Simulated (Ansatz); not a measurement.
# Tc of LaS (Fm-3m) from its phonons, part 3 of 3

Wanted: λ, ω_log and Tc of LaS (Fm-3m). The cell shown first is a relaxed one, from steps not shown here.

Ansatz 0.2.0; DFT PBEsol, scalar-relativistic, plane waves, PAW.

So far, coupling constant λ: step 2 (electron–phonon run: q 2×2×2, k 6×6×6, scattering 12×12×12) 0.355; step 3 (k-mesh 9×9×9, q mesh 3×3×3) 0.345. Also log mean phonon energy ħω_log (meV): step 2 15.4; step 3 15.4.

### 4. Coupling and resistivity: q 4×4×4, k 12×12×12, scattering 16×16×16

The next rung changes the q mesh, which sets the reach of the force constants and couplings; the k mesh of the density and its response; the scattering mesh, which samples the Fermi surface.

input.yaml reads:

```yaml
crystal:
  lattice:
    - [0.0, 2.9028275455, 2.9028275455]
    - [2.9028275455, 0.0, 2.9028275455]
    - [2.9028275455, 2.9028275455, 0.0]
  atoms:
    - { symbol: La, position: [0.0, 0.0, 0.0] }
    - { symbol: S, position: [0.5, 0.5, 0.5] }
kpoints:
  mp_grid: { grid: [12, 12, 12] }
hamiltonian:
  xc: pbesol
scf:
  occupations: { method: methfessel_paxton, width: 0.2 }
output:
  eigenvalues: true
phonons:
  method: dfpt
  qmesh: [4, 4, 4]
  temperatures: { t_max: 1000, t_step: 50 }
  qpath:
    path:
      - [[0.0, 0.0, 0.0], [0.5, 0.0, 0.5], [0.625, 0.25, 0.625]]
      - [[0.375, 0.375, 0.75], [0.0, 0.0, 0.0], [0.5, 0.5, 0.5], [0.5, 0.25, 0.75], [0.5, 0.0, 0.5]]
    npoints: 10
  electrical_resistivity:
    mesh: [16, 16, 16]
    temperatures: [20.0, 50.0, 77.0, 100.0, 150.0, 200.0, 300.0, 400.0, 600.0, 800.0]
  superconductivity: { mesh: [16, 16, 16] }
```

The run is started by

```sh
$ ansatz run input.yaml --threads 4 --pin off --max-ram 10240MiB --backend cpu --events-out ev --progress --plain --runs-dir out
```

Numbers of over 12 decimals in the logs are rounded to 6 here.

What it wrote:

```text
[...]
Crystal: 2 atoms, lattice volume = 48.921 Å³
Basis set: ecut = 420 eV, 941 PW (Γ), exchange–correlation on 60×60×60 points (8 copies of the dense FFT grid, shifted against one another)
Bands: 13, of which v1, the nominal top of the filled ones, is band 9 counted from 1 (8 counted from 0)
Symmetry: 48 space group operations
k-points: 72 of 1728
[...]
SCF iter   1: F=—  HF=-7050.659749 eV  |F-HF|=—  |Δ(HF+E_count)|=         —  Δρ=4.07e-3  dr2=1.35e-2  ethr=1.77e-3  ⟨swp⟩=4.3  Hψ=4684  notcnv=0
[...]
SCF iter   8: F=-7050.655120 eV  HF=-7050.655120 eV  |F-HF|=9.09e-13  |Δ(HF+E_count)|=  3.21e-10  S|Δr|=    0.00e0  Δρ=1.92e-7  dr2=6.20e-12  ethr=1.00e-12  ⟨swp⟩=6.2  Hψ=5907  notcnv=0
SCF 1 converged in 8 iterations: F = -7050.655120 eV  dr2 = 6.20e-12
[...]
WARN: eigensolver did not converge in 3 slots of this pass, the one above among them; of largest residual over every band (k=33): 1 band(s) unlocked (lowest unlocked band 16, counted from 0; max residual 3.91e-4 eV among the unlocked bands, 3.91e-4 eV over every band); of lowest unlocked band (k=13): band 16
[...]
Bands: 17, of which v1, the nominal top of the filled ones, is band 9 counted from 1 (8 counted from 0)
SCF iter   1: F=—  HF=-7050.659474 eV  |F-HF|=—  |Δ(HF+E_count)|=         —  Δρ=3.98e-3  dr2=1.28e-2  ethr=1.77e-3  ⟨swp⟩=5.0  Hψ=5728  notcnv=0
[...]
SCF iter   9: F=-7050.655120 eV  HF=-7050.655120 eV  |F-HF|=1.82e-12  |Δ(HF+E_count)|=    0.00e0  S|Δr|=    0.00e0  Δρ=2.88e-8  dr2=3.40e-13  ethr=1.00e-12  ⟨swp⟩=2.2  Hψ=2138  notcnv=0
SCF 2 converged in 9 iterations: F = -7050.655120 eV  dr2 = 3.40e-13
[...]
SCF converged after 8 iterations
[...]
Free energy (F): -7050.655120 eV
[...]
Internal energy: -7050.655707 eV  (E = F + TS)
E sigma→0 (E₀):  -7050.655267 eV
Entropy (-TS):   0.000586 eV (0.293 meV/atom)
Fermi energy:    11.886679 eV
[...]
--- Band table (eV; the first three rows and the last of 72) ---
  k-point 0: bands = [... 5 lower, 8.6834, 8.6834, 8.6834, 12.0785, 12.0785, 12.0785, 13.0861, 13.0861, ... 4 higher]
  k-point 1: bands = [... 5 lower, 8.4287, 8.5270, 8.5270, 12.0367, 12.1828, 12.1828, 13.2597, 13.2597, ... 4 higher]
  k-point 2: bands = [... 5 lower, 7.8392, 8.1625, 8.1625, 12.0208, 12.4675, 12.4675, 13.5630, 13.5630, ... 4 higher]
  k-point 71: bands = [... 5 lower, 7.1617, 8.2181, 8.2181, 12.3701, 12.3701, 13.7400, 13.7400, 13.8017, ... 4 higher]
[...]
ASR residual: 1.543e-4 → 0.000e0 eV/Å²; symmetrization residual: 2.734e-8 eV/Å²
  ASR residual per site (eV/Å²): 1.54e-4 2.43e-7
  Γ frequencies (cm⁻¹): 0.00 0.00 0.00 268.08 268.08 268.08
--- Phonons (arbitrary-q DFPT): 8 irreducible q on the 4×4×4 mesh ---
[...]
interpolated dispersion: 62 rows × 6 modes
[...]
--- Electrical resistivity: potentials and phonons of a 4×4×4 supercell ---
[...]
at the Fermi level of each mesh (of a tensor a third of its trace):
[...]
16×16×16                     0.5642              5.7540    0.3329    0.3928          15.568
          8×8×8                     0.6602              5.4952    0.3848    0.4605          15.994
          4×4×4                     0.5917              5.4812    0.3312    0.4098          15.413
  resistivity on the deck's mesh, µΩ·cm:
[...]
20.00     1.2848e-2              no     1.2848e-2     1.2848e-2     1.2848e-2       3.1928e-2         1.3715e-2
     50.00     7.7019e-1              no     7.7019e-1     7.7019e-1     7.7019e-1       9.7845e-1         6.9429e-1
     77.00      2.1385e0              no      2.1385e0      2.1385e0      2.1385e0        2.3404e0          1.8541e0
    100.00      3.3988e0              no      3.3988e0      3.3988e0      3.3988e0        3.5889e0          2.9457e0
    150.00      6.1499e0              no      6.1499e0      6.1499e0      6.1499e0        6.3344e0          5.3743e0
    200.00      8.8207e0              no      8.8207e0      8.8207e0      8.8206e0        9.0231e0          7.7477e0
    300.00      1.3947e1              no      1.3947e1      1.3947e1      1.3947e1        1.4224e1          1.2298e1
    400.00      1.8899e1              no      1.8899e1      1.8899e1      1.8899e1        1.9268e1          1.6678e1
    600.00      2.8498e1              no      2.8498e1      2.8498e1      2.8498e1        2.9081e1          2.5129e1
    800.00      3.7837e1              no      3.7837e1      3.7837e1      3.7837e1        3.8665e1          3.3312e1
[...]
vibrations of 64 cells: unjudged by the run; compare a larger repeat
[...]
--- Superconductivity: potentials and phonons of a 4×4×4 supercell ---
           mesh         λ    ħω_log (meV)  μ* declared at (meV)
       16×16×16    0.3329          15.568               19.216
          8×8×8    0.3848          15.994               19.596
          4×4×4    0.3312          15.413               18.612
  λ by the species' shares of the modes' patterns: La 0.2426, S 0.0904
[...]
0.08      0.428         0.433         0.391         0.393         0.420         0.419          0.419
      0.10      0.220         0.222         0.197         0.198         0.217         0.216          0.216
      0.12      0.095         0.096    none_found    none_found    none_found    none_found     none_found
      0.13      0.057         0.058    none_found    none_found    none_found    none_found     none_found
      0.14      0.032         0.032    none_found    none_found    none_found    none_found     none_found
      0.16      0.007         0.008    none_found    none_found    none_found    none_found     none_found
      0.20      0.000         0.000    none_found    none_found    none_found    none_found     none_found
  none_found: no transition down to 0.1 K
[...]
vibrations of 64 cells: unjudged by the run; compare a larger repeat
[...]
```

Wall time 13 min (4 threads of Arm Neoverse V2, shared host); peak memory 8.2 GiB.

This step gave:

| Property | Result |
| --- | --- |
| zero point energy | 0.06543 eV/cell |
| highest frequency, solved or plainly interpolated | 269 cm⁻¹ |
| Debye temperature (second moment) | 360 K |
| resistivity at 300 K | 13.95 μΩ cm |
| coupling constant λ | 0.3329 |
| density of states at the Fermi level | 0.5642 states/eV a spin and cell |
| log mean phonon energy ħω_log | 15.57 meV |
| transport coupling constant λ_tr | 0.3928, 0.3928, 0.3928 (xx, yy, zz) |
| Drude plasma energy | 5.754, 5.754, 5.754 eV (xx, yy, zz) |
| resistivity times mean free path | 11.69, 11.69, 11.69 × 10⁻¹⁶ Ω m² (xx, yy, zz) |
| second-moment phonon energy ħω₂ | 19.22 meV |
| coupling λ by branch | 0.0492, 0.0596, 0.143, 0.0225, 0.0222, 0.0368 (branches by rank of frequency) |

An empty cell: under 1 mK by a formula, or no transition down to the floor of the Eliashberg search. Transition temperatures:

```
  μ*  McMillan Tc (K)  Allen–Dynes Tc (K)  isotropic Fermi-surface Tc (K)  isotropic full bandwidth Tc (K)  anisotropic Fermi-surface Tc (K)  anisotropic full bandwidth Tc (K)  anisotropic narrow window Tc (K)
0.08            0.428               0.433                           0.391                            0.393                              0.42                              0.419                             0.419
 0.1             0.22               0.222                           0.197                            0.198                             0.217                              0.216                             0.216
0.12           0.0951              0.0961                               -                                -                                 -                                  -                                 -
0.13           0.0574               0.058                               -                                -                                 -                                  -                                 -
0.14           0.0322              0.0325                               -                                -                                 -                                  -                                 -
0.16          0.00749             0.00756                               -                                -                                 -                                  -                                 -
 0.2                -                   -                               -                                -                                 -                                  -                                 -
```

The Eliashberg function α²F has structure finer than the step of the table below, so its rows give means over 1 meV, whole bins alone (the curve runs from 0.13 to 33.1 meV). Peaks (meV: height): α²F 12.3: 0.541, 13.9: 0.950, 31.3: 0.689, 32.1: 0.894; α²F tr 12.3: 0.739, 13.9: 1.20, 31.3: 0.731, 32.1: 0.88.

Table of Eliashberg function α²F by phonon energy; means over each step:

```
phonon energy (meV)      α²F   α²F tr
                  1   3.6e-6        0
                  2   2.8e-4   4.2e-5
                  3  0.00109   2.5e-4
                  4  0.00272  0.00107
                  5  0.00455  0.00229
                  6  0.00678  0.00416
                  7  0.00988  0.00700
                  8   0.0140   0.0112
                  9   0.0207   0.0181
                 10   0.0336   0.0316
                 11   0.0715   0.0699
                 12    0.293    0.376
                 13    0.490    0.683
                 14    0.611    0.756
                 15   0.0240   0.0272
                 16        0        0
                 17        0        0
                 18        0        0
                 19        0        0
                 20        0        0
                 21        0        0
                 22        0        0
                 23        0        0
                 24        0        0
                 25        0        0
                 26        0        0
                 27        0        0
                 28        0        0
                 29        0        0
                 30  0.00918   0.0103
                 31    0.486    0.511
                 32    0.628    0.636
```

The Eliashberg function α²F has structure finer than the step of the table below, so its rows give means over 1 meV, whole bins alone (the curve runs from 0.13 to 33.1 meV). Peaks (meV: height): α²F 12.3: 0.541, 13.9: 0.950, 31.3: 0.689, 32.1: 0.894; La 12.3: 0.495, 13.9: 0.940; S 31.3: 0.63, 32.1: 0.863.

The Eliashberg function α²F by phonon energy; means over each step:

```
phonon energy (meV)      α²F       La        S
                  1   3.6e-6   3.6e-6        0
                  2   2.8e-4   2.1e-4   4.2e-5
                  3  0.00109   9.0e-4   1.9e-4
                  4  0.00272  0.00222   5.1e-4
                  5  0.00455  0.00374   8.3e-4
                  6  0.00678  0.00559  0.00119
                  7  0.00988  0.00822  0.00165
                  8   0.0140   0.0118  0.00222
                  9   0.0207   0.0176  0.00308
                 10   0.0336   0.0290  0.00455
                 11   0.0715   0.0631  0.00845
                 12    0.293    0.268   0.0256
                 13    0.490    0.467   0.0223
                 14    0.611    0.602  0.00823
                 15   0.0240   0.0238   1.7e-4
                 16        0        0        0
                 17        0        0        0
                 18        0        0        0
                 19        0        0        0
                 20        0        0        0
                 21        0        0        0
                 22        0        0        0
                 23        0        0        0
                 24        0        0        0
                 25        0        0        0
                 26        0        0        0
                 27        0        0        0
                 28        0        0        0
                 29        0        0        0
                 30  0.00918  0.00130  0.00787
                 31    0.486   0.0476    0.438
                 32    0.628   0.0267    0.602
```

Anisotropic full-bandwidth solution, weighted at the Fermi level. Gaps:

```
mu*   T (K)  mean gap (meV)  5 % (meV)  95 % (meV)  mean Z
0.1  0.0541          0.0321     0.0254      0.0386    1.34
0.1   0.108          0.0307     0.0243      0.0368    1.34
0.1   0.162          0.0248     0.0196      0.0297    1.34
0.1   0.195          0.0168     0.0132      0.0201    1.34
```

Share of the Fermi-level states against lambda of a state:

```
lambda of a state  share of the Fermi-level states
           0.2310                                0
           0.2390                                0
           0.2470                           3.0e-4
           0.2550                                0
           0.2630                           0.0022
           0.2710                           0.0133
           0.2790                           0.0148
           0.2870                           0.0355
           0.2960                           0.0116
           0.3040                            0.094
           0.3120                            0.109
           0.3200                             0.17
           0.3280                            0.066
           0.3360                            0.126
           0.3440                           0.0974
           0.3520                           0.0559
           0.3600                           0.0466
           0.3680                           0.0257
           0.3760                           0.0317
           0.3840                           0.0605
           0.3920                           0.0254
           0.4010                           0.0011
           0.4090                           0.0089
           0.4170                           0.0034
```

### 5. What came out

| Property | Result |
| --- | --- |
| meshes | q 4×4×4, k 12×12×12, scattering 16×16×16 |
| coupling constant λ | 0.333 |
| log mean phonon energy ħω_log | 15.6 meV |
| Allen–Dynes Tc at μ* = 0.1 | 0.222 K |
| Allen–Dynes Tc at μ* = 0.13 | 0.058 K |
| anisotropic Eliashberg Tc at μ* = 0.1 | 0.216 K |

In words: In the last run (PBEsol, q 4×4×4, k 12×12×12, scattering 16×16×16), with λ = 0.33 and ħω_log = 15.6 meV, Tc at μ* = 0.13 is 0.057 K by McMillan's formula and 0.058 K by Allen and Dynes's. Raising μ* from 0.10 to 0.16 lowers the Allen–Dynes value from 0.22 to 0.0076 K. By the run's own test λ is not converged in the fine mesh: it moves by 16 % between the two finest. The run's transport test calls it not converged in the mesh; ρ(300 K) moves by 12 % in the component that moves most. Over the runs, λ takes the values 0.355, 0.345 and 0.333, in the order shown. μ* is a typed number, phonons are harmonic, and spin fluctuations are left out; at μ* = 0.13 McMillan's formula turns 1 % in λ into about 12 % in Tc.

[Logs are printed without paths, hosts, clocks, repeated set-up lines and the standing remarks that a program may print on its own settings, such as how far it seeks lower states.]

[Hosts, paths, dates, database ids (printed as entryN), source tags and the programs' standing remarks are cut or masked in the printed files.]
